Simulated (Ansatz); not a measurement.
**1T-GeF2 monolayer in a perpendicular field**

Wanted: the out-of-plane response of the 1T-GeF2 monolayer. A positive field points along +c.

Method: plane-wave DFT, PBE-D3(BJ), Ansatz PAW (set soft_1); PAW set soft_1, in Ansatz 0.2.0.

Report form: the programs' logs are mostly left out.

### Step 1. Set-up

The cell holds 3 atoms: 2 F and 1 Ge. Cell: a = 2.413 Å, b = 2.413 Å, c = 35.151 Å, α = 90.0°, β = 90.0°, γ = 120.0°. Vacuum lies along c.

Structure file:

```cif
data_structure
_symmetry_space_group_name_H-M 'P 1'
_symmetry_Int_Tables_number 1
_cell_length_a 2.4130
_cell_length_b 2.4130
_cell_length_c 35.1513
_cell_angle_alpha 90.000
_cell_angle_beta 90.000
_cell_angle_gamma 120.000
_cell_volume 177.26
loop_
_atom_site_label
_atom_site_type_symbol
_atom_site_fract_x
_atom_site_fract_y
_atom_site_fract_z
_atom_site_occupancy
F1 F 0.66667 0.33333 0.47082 1
Ge2 Ge 0.00000 0.00000 0.50000 1
F3 F 0.33333 0.66667 0.52918 1
```

### Step 2. Relaxing the slab

The starting cell is a guess, so the in-plane lattice and the atoms are relaxed first, with the slab cut off from its images along the normal.

File input.yaml:

```yaml
crystal:
  lattice:
    - [2.41304, 0.0, 0.0]
    - [-1.20652, 2.0897539403, 0.0]
    - [0.0, 0.0, 35.1513208612]
  atoms:
    - { symbol: F, position: [0.6666666667, 0.3333333333, 0.4708215679] }
    - { symbol: Ge, position: [0.0, 0.0, 0.5] }
    - { symbol: F, position: [0.3333333333, 0.6666666667, 0.5291784321] }
  periodic: [true, true, false]
kpoints:
  mp_grid: { grid: [18, 18, 1] }
hamiltonian:
  xc: pbe
  dispersion: d3bj
  pseudopotentials: { kind: paw, azcp: { folder: soft_1 } }
scf:
  occupations: { method: fermi_dirac, width: 0.05 }
  convergence: { dr2_threshold: 1.0e-09 }
relax:
  f_tol: 0.004
  max_steps: 90
  cell: {}
output:
  write_potential: true
  write_density: true
  volumetric_format: npy
```

Started as:

```console
> ansatz run input.yaml --threads 2 --pin off --max-ram 3072MiB --backend cpu --events-out ev --progress --plain --runs-dir out
```

Wall time 2.4 min (2 threads of Arm Neoverse V2, shared host); peak memory 0.69 GiB.

Step by step (22 of 26):

| step | energy less that of the first step (eV) | largest force component (eV/Å) | volume (Å³) |
| --- | --- | --- | --- |
| 1 | 0.0000 | 21.3748 | 177.26 |
| 2 | -8.6342 | 10.6605 | 195.10 |
| 3 | -12.4158 | 3.4879 | 213.43 |
| 5 | -13.5954 | 0.2317 | 253.07 |
| 6 | -13.5993 | 0.0617 | 255.04 |
| 7 | -13.6000 | 0.0008 | 254.48 |
| 8* | -14.1459 | 0.0388 | 254.48 |
| 9 | -14.4893 | 0.0141 | 275.70 |
| 11 | -14.8881 | 0.1340 | 320.56 |
| 12 | -14.9019 | 0.0117 | 341.49 |
| 13 | -14.9126 | 0.0295 | 333.88 |
| 14 | -14.9122 | 0.0262 | 334.79 |
| 15 | -14.9122 | 0.0000 | 334.97 |
| 16* | -15.1380 | 0.0049 | 334.97 |
| 18 | -15.2855 | 0.0723 | 382.34 |
| 19 | -15.2859 | 0.0531 | 386.95 |
| 20 | -15.2855 | 0.0314 | 388.31 |
| 21 | -15.2866 | 0.0008 | 386.97 |
| 22* | -15.3279 | 0.0016 | 386.97 |
| 24 | -15.3304 | 0.0048 | 395.29 |
| 25 | -15.3305 | 0.0011 | 395.05 |
| 26* | -15.3326 | 0.0011 | 395.05 |

Relaxation steps marked * repeat the geometry before them on a plane-wave basis chosen anew for their cell, so energy and pressure can jump there. Other such steps can lie between the rows shown.

The run keeps the 12 symmetry operations that it works with, so distortions that break them were not tested.

| cell as run | before | after | change |
| --- | --- | --- | --- |
| a (Å) | 2.413 | 3.602 | +49.3 % |
| b (Å) | 2.413 | 3.602 | +49.3 % |

The atoms that moved most (Å, along periodic axes as changes of fractional coordinates times the final cell, across vacuum about the mean position):

| atom | dx | dy | dz | length |
| --- | --- | --- | --- | --- |
| F3 | 0.000 | 0.000 | -0.034 | 0.034 |
| F1 | 0.000 | 0.000 | 0.034 | 0.034 |

The relaxed structure:

```xyz
3
Lattice="3.6024 0.0000 0.0000 -1.8012 3.1198 0.0000 0.0000 0.0000 35.1513" Properties=species:S:1:pos:R:3
F     1.8012    1.0399   16.5843
Ge    0.0000    0.0000   17.5757
F     0.0000    2.0798   18.5670
```

Numbers from this step:

```
gap on the k-mesh : 2.738 eV
```

The lattice constant a goes from 2.413 to 3.602 Å.

### Step 3. Single point, field 0

A sawtooth potential applies the field, turning back in the middle of the vacuum. With the dipole correction the typed value is the field outside the slab. The induced dipole is small, so the SCF threshold is tight.

The cell differs from the one that the last finished run ended in (c 35.151 → 19.983 Å).

File input.yaml:

```yaml
crystal:
  lattice:
    - [3.6024054082, 0.0, 0.0]
    - [-1.8012027041, 3.1197745982, 0.0]
    - [0.0, 0.0, 19.9827001239]
  atoms:
    - { symbol: F, position: [0.6666666667, 0.3333333333, 0.4503895842] }
    - { symbol: Ge, position: [0.0, 0.0, 0.5] }
    - { symbol: F, position: [0.3333333333, 0.6666666667, 0.5496104158] }
kpoints:
  mp_grid: { grid: [24, 24, 1] }
  band_path:
    path: [[0, 0, 0], [0.5, 0, 0], [0.33333333, 0.33333333, 0], [0, 0, 0]]
    npoints: 16
hamiltonian:
  xc: pbe
  dispersion: d3bj
  pseudopotentials: { kind: paw, azcp: { folder: soft_1 } }
scf:
  occupations: { method: fermi_dirac, width: 0.02585 }
  convergence: { dr2_threshold: 1.0e-10 }
efield:
  axis: 3
  dipole_correction: true
  ramp_position: 0.97
  ramp_width: 0.06
  amplitude: 0
output:
  dos: { projected: true, e_range: [-6, 5] }
  write_potential: true
  write_density: true
  volumetric_format: npy
  elf: true
```

Elapsed: 21 s, on 2 threads; peak memory 0.56 GiB.

Numbers from this step:

```
dipole along the normal            : 1.23e-6 e·Å
gap along the path                 : 2.738 eV
smallest direct gap along the path : 4.203 eV
ionisation energy, upper face      : 6.988 eV
electron affinity, upper face      : 4.249 eV
gap, the smaller of path and mesh  : 2.738 eV
```

Running mean over a fixed 2.5 Å (it still follows the layers) of the planar mean; the ramp of the sawtooth is left out. Table of electron's electrostatic potential energy less the Fermi level by z:

| z (Å) | electron's electrostatic potential energy less the Fermi level (eV) |
| --- | --- |
| 3.0 | 5.60 |
| 3.5 | 5.60 |
| 4.0 | 5.60 |
| 4.5 | 5.60 |
| 5.0 | 5.60 |
| 5.5 | 5.60 |
| 6.0 | 5.60 |
| 6.5 | 5.58 |
| 7.0 | 5.48 |
| 7.5 | 4.74 |
| 8.0 | 2.92 |
| 8.5 | 0.754 |
| 9.0 | -1.34 |
| 9.5 | -3.42 |
| 10.0 | -4.48 |
| 10.5 | -3.36 |
| 11.0 | -1.27 |
| 11.5 | 0.825 |
| 12.0 | 3.00 |
| 12.5 | 4.79 |
| 13.0 | 5.49 |
| 13.5 | 5.58 |
| 14.0 | 5.60 |
| 14.5 | 5.60 |
| 15.0 | 5.60 |
| 15.5 | 5.60 |
| 16.0 | 5.60 |
| 16.5 | 5.60 |
| 17.0 | 5.60 |

The density of states has structure finer than the step of the table below, so its rows give means over 0.25 eV, whole bins alone (the curve runs from -6 to 3.35 eV). Peaks (eV: height): -5.890: 9.18, -4.540: 14.5, -4.290: 8.75, -3.900: 33.4, -1.700: 4.22, 2.520: 5.37.

Table of density of states by energy, zero at the Fermi level of the run, which the smearing sets inside the gap; means over each step:

energy (eV), density of states (states/eV a cell) and a bar:
```
    -5.75        4.2 ############
    -5.50        4.2 ############
    -5.25        2.3 #######
    -5.00        1.9 ######
    -4.75        2.4 #######
    -4.50        6.5 ###################
    -4.25        5.4 ################
    -4.00       10.2 ##############################
    -3.75        0.0 
    -3.50        0.0 
    -3.25        0.2 
    -3.00        0.4 #
    -2.75        0.5 #
    -2.50        0.6 ##
    -2.25        0.8 ##
    -2.00        1.2 ####
    -1.75        2.5 #######
    -1.50        1.8 #####
    -1.25        0.0 
    -1.00        0.0 
    -0.75        0.0 
    -0.50        0.0 
    -0.25        0.0 
     0.00        0.0 
     0.25        0.0 
     0.50        0.0 
     0.75        0.0 
     1.00        0.0 
     1.25        0.0 
     1.50        0.4 #
     1.75        0.5 #
     2.00        0.6 ##
     2.25        0.7 ##
     2.50        2.1 ######
     2.75        1.4 ####
     3.00        0.9 ###
```

Projected DOS per atom over height of the atomic layer and energy from the Fermi level. Layers: F Ge F from below.

Ten even steps from '_' (0.00 states/eV) to '@' (3.37 states/eV), each cell a mean:
```
__..__
__==__
__::__
__..__
______
______
______
______
______
______
______
..::..
......
______
______
______
..__..
@@__@@
##__##
::__::
==..==
**::**
```
Columns: height of the atomic layer (Å) from 9 to 11.0; rows upwards: energy from the Fermi level (eV) from -5.96 to 3.31.

Electronic bands along the path, in eV, zero at the Fermi level of the run, which the smearing sets inside the gap:

| point | band 11 | band 12 | band 13 | band 14 | band 15 | band 16 | band 17 | band 18 |
| --- | --- | --- | --- | --- | --- | --- | --- | --- |
| Γ | -4.60 | -4.60 | -3.99 | -3.25 | 1.35 | 5.01 | 5.01 | 5.17 |
| halfway | -4.52 | -4.34 | -3.90 | -2.31 | 2.22 | 3.85 | 5.37 | 6.18 |
| M | -4.35 | -4.30 | -4.03 | -1.69 | 2.51 | 4.13 | 5.68 | 7.93 |
| halfway | -4.74 | -4.10 | -3.98 | -1.54 | 3.01 | 4.10 | 5.16 | 8.24 |
| K | -5.01 | -3.99 | -3.99 | -1.39 | 3.73 | 4.28 | 4.28 | 9.13 |
| halfway | -4.57 | -4.31 | -3.89 | -2.11 | 2.53 | 3.69 | 5.34 | 6.48 |
| Γ | -4.60 | -4.60 | -3.99 | -3.25 | 1.35 | 5.01 | 5.01 | 5.17 |

Valence density in the ca plane at fractional y = 0.000, with atoms of Ge within 0.2 Å of it. It is the smooth field of the valence electrons, not physical close to the nuclei.

Ten steps, logarithmic in the rise over the least value, from '0' (0 e/Å³) to '9' (30 e/Å³), each cell a mean:
```
00000000000000000000015884100000000000000000
00000000000000000000012332100000000000000000
00000000000000000000001111000000000000000000
00000000000000000000000000000000000000000000
00000000000000000000010000100000000000000000
00000000000000000000000000000000000000000000
00000000000000000000001211000000000000000000
00000000000000000000013653100000000000000000
00000000000000000000026995100000000000000000
```
Columns run along c (16.0 Å, from fractional 0.07 to 0.88 of the cell), rows up along a (3.6 Å). Atoms in or near the plane, at fractional coordinates: Ge at (0.50, 0.00).

Electrostatic potential energy in the ca plane at fractional y = 0.000, with atoms of Ge within 0.2 Å of it. With pseudopotentials it is smooth inside the atoms' cores, unlike the true potential.

Ten even steps from '0' (-24 eV) to '9' (2 eV), each cell a mean:
```
99999999999999999998720000378999999999999999
99999999999999999999861002689999999999999999
99999999999999999999986557899999999999999999
99999999999999999999988888999999999999999999
99999999999999999999998888999999999999999999
99999999999999999999988778899999999999999999
99999999999999999999874225789999999999999999
99999999999999999998740000489999999999999999
99999999999999999998710000278999999999999999
```
Columns run along c (16.0 Å, from fractional 0.07 to 0.88 of the cell; values clipped at the 3rd and 97th percentile), rows up along a (3.6 Å). Atoms in or near the plane, at fractional coordinates: Ge at (0.50, 0.00).

ELF in the ca plane at fractional y = 0.000, with atoms of Ge within 0.2 Å of it. It is the smooth field of the valence electrons, not physical close to the nuclei.

Ten even steps from '0' (0.00 × 1e-1) to '9' (5.61 × 1e-1), each cell a mean:
```
00000000000000000002797668961000000000000000
00000000000000000000268888520000000000000000
00000000000000000001223443221000000000000000
00000000000000000124542112454200000000000000
00000000000000000135662013665210000000000000
00000000000000000013332222332100000000000000
00000000000000000000136775310000000000000000
00000000000000000001488778741000000000000000
00000000000000000003897987972000000000000000
```
Columns run along c (16.0 Å, from fractional 0.07 to 0.88 of the cell), rows up along a (3.6 Å). Atoms in or near the plane, at fractional coordinates: Ge at (0.50, 0.00).

The gap is 2.74 eV, with the valence edge 6.99 eV and the conduction edge 4.25 eV under the upper vacuum level.

### Step 4. Single point, field 0.1 V/Å

Edit input.yaml of step 3 so:

```diff
@@ -24,7 +24,6 @@
   dipole_correction: true
-  ramp_position: 0.97
-  ramp_width: 0.06
-  amplitude: 0
+  ramp_position: 0.9134
+  ramp_width: 0.1731
+  amplitude: 0.1
 output:
-  dos: { projected: true, e_range: [-6, 5] }
   write_potential: true
@@ -32,2 +31 @@
   volumetric_format: npy
-  elf: true
```

Wall time 21 s (2 threads); peak memory 0.53 GiB.

The dipole is 0.0160 e·Å, and the gap 2.738 eV.

### Step 5. Single point, field -0.1 V/Å

Edit input.yaml of step 4 so:

```diff
@@ -26,3 +26,3 @@
   ramp_width: 0.1731
-  amplitude: 0.1
+  amplitude: -0.1
 output:
```

Elapsed: 20 s, on 2 threads; peak memory 0.53 GiB.

The dipole is -0.0160 e·Å, and the gap 2.738 eV.

### Step 6. Response, atoms held

This step: plane-wave DFT, PBE-D3(BJ), Ansatz PAW (set soft_1); response to a field along the normal, atoms held; PAW set soft_1 (Ansatz 0.2.0).

The dipoles give the slope, and the difference of two potentials shows where the field is screened.

Numbers from this step:

| Quantity | Value |
| --- | --- |
| equivalent conductor thickness p/(ε₀AE) | 2.577 Å |
| distance between the outer atoms | 1.983 Å |

The dipole of the cell by applied field:

| applied field (V/Å) | dipole of the cell (e·Å) |
| --- | --- |
| -0.1000 | -0.0160 |
| 0.0000 | 1.2e-6 |
| 0.1000 | 0.0160 |

Local field over the applied field, running mean. From the potentials at -0.1 and 0.1 V/Å; running mean over 2.5 Å. Table of local field over applied field by z:

| z (Å) | local field over applied field |
| --- | --- |
| 4.14 | 1.000 |
| 4.59 | 1.000 |
| 4.88 | 1.000 |
| 5.33 | 0.999 |
| 5.77 | 0.997 |
| 6.22 | 0.992 |
| 6.51 | 0.983 |
| 6.96 | 0.953 |
| 7.40 | 0.889 |
| 7.85 | 0.789 |
| 8.14 | 0.699 |
| 8.59 | 0.546 |
| 9.03 | 0.399 |
| 9.33 | 0.313 |
| 9.77 | 0.235 |
| 10.21 | 0.235 |
| 10.66 | 0.313 |
| 10.95 | 0.399 |
| 11.40 | 0.546 |
| 11.84 | 0.699 |
| 12.14 | 0.789 |
| 12.58 | 0.889 |
| 13.03 | 0.953 |
| 13.47 | 0.983 |
| 13.77 | 0.992 |
| 14.21 | 0.997 |
| 14.65 | 0.999 |
| 15.10 | 1.000 |
| 15.39 | 1.000 |
| 15.84 | 1.000 |

Electrons, planar mean, per unit field. The induced electron density by z:

| z (Å) | induced electron density (e/Å³ per V/Å) |
| --- | --- |
| 4.14 | 3.1e-7 |
| 4.44 | 4.6e-7 |
| 4.74 | 7.5e-7 |
| 5.03 | 1.5e-6 |
| 5.48 | 3.8e-6 |
| 5.77 | 9.1e-6 |
| 6.07 | 2.1e-5 |
| 6.36 | 4.5e-5 |
| 6.66 | 9.8e-5 |
| 6.96 | 2.0e-4 |
| 7.25 | 4.1e-4 |
| 7.55 | 7.9e-4 |
| 7.99 | 0.00187 |
| 8.29 | 0.00274 |
| 8.59 | 0.00257 |
| 8.88 | 0.00262 |
| 9.18 | 0.00332 |
| 9.47 | 0.00140 |
| 9.77 | -7.5e-5 |
| 10.21 | 7.5e-5 |
| 10.51 | -0.00140 |
| 10.81 | -0.00332 |
| 11.10 | -0.00262 |
| 11.40 | -0.00257 |
| 11.69 | -0.00274 |
| 11.99 | -0.00187 |
| 12.43 | -7.9e-4 |
| 12.73 | -4.1e-4 |
| 13.03 | -2.0e-4 |
| 13.32 | -9.8e-5 |
| 13.62 | -4.5e-5 |
| 13.91 | -2.1e-5 |
| 14.21 | -9.1e-6 |
| 14.51 | -3.8e-6 |
| 14.95 | -1.5e-6 |
| 15.25 | -7.5e-7 |
| 15.54 | -4.6e-7 |
| 15.84 | -3.1e-7 |

The smaller of the gaps on the path and on the k-mesh, counted as 0 under 0.03 eV. The gap stays at 2.74 eV for applied field from -0.1 to 0.1 V/Å.

By hand: between -0.1 and 0.1 V/Å the dipole changes by 0.03201 e·Å, a slope of 0.1601 e·Å²/V. A perfect conductor of thickness t has p = ε₀AEt, so t = 180.95 × 0.1601 / 11.239 = 2.58 Å (e/ε₀ = 180.95 V·Å, A in Å²).

The induced dipole is that of a conductor 2.58 Å thick.

### Step 7. Summary of results

- gap without field: 2.74 eV
- ionisation energy, upper face: 6.99 eV
- electron affinity, upper face: 4.25 eV
- equivalent conductor thickness, atoms held: 2.58 Å

In words: The induced dipole equals that of a perfect conductor 2.58 Å thick, while the outer atoms lie 1.98 Å apart; an out-of-plane ε follows only once a thickness t is chosen, by 1 − 1/ε = 2.58 Å / t. The gap stays within 0.01 eV of 2.74 eV over the fields run, up to 0.1 V/Å in size. Semilocal functionals give gaps that are too small, and excitons are not included. Spin-orbit coupling is left out.

[Logs are printed without paths, hosts, clocks, repeated set-up lines and the standing remarks that a program may print on its own settings, such as how far it seeks lower states.]

[Hosts, paths, dates, database ids (printed as entryN), source tags and the programs' standing remarks are cut or masked in the printed files.]

[Maps of the electrostatic potential energy from Ansatz leave out the sawtooth potential of an applied field or a dipole correction, so their vacuum need not be flat; planar profiles and work functions include it.]

[The density of states shown here was stored with 400 of the rows of the run's finer table, so its peaks can read low, often by over a quarter, or be missed, and its means over a window can be off by a tenth or more.]
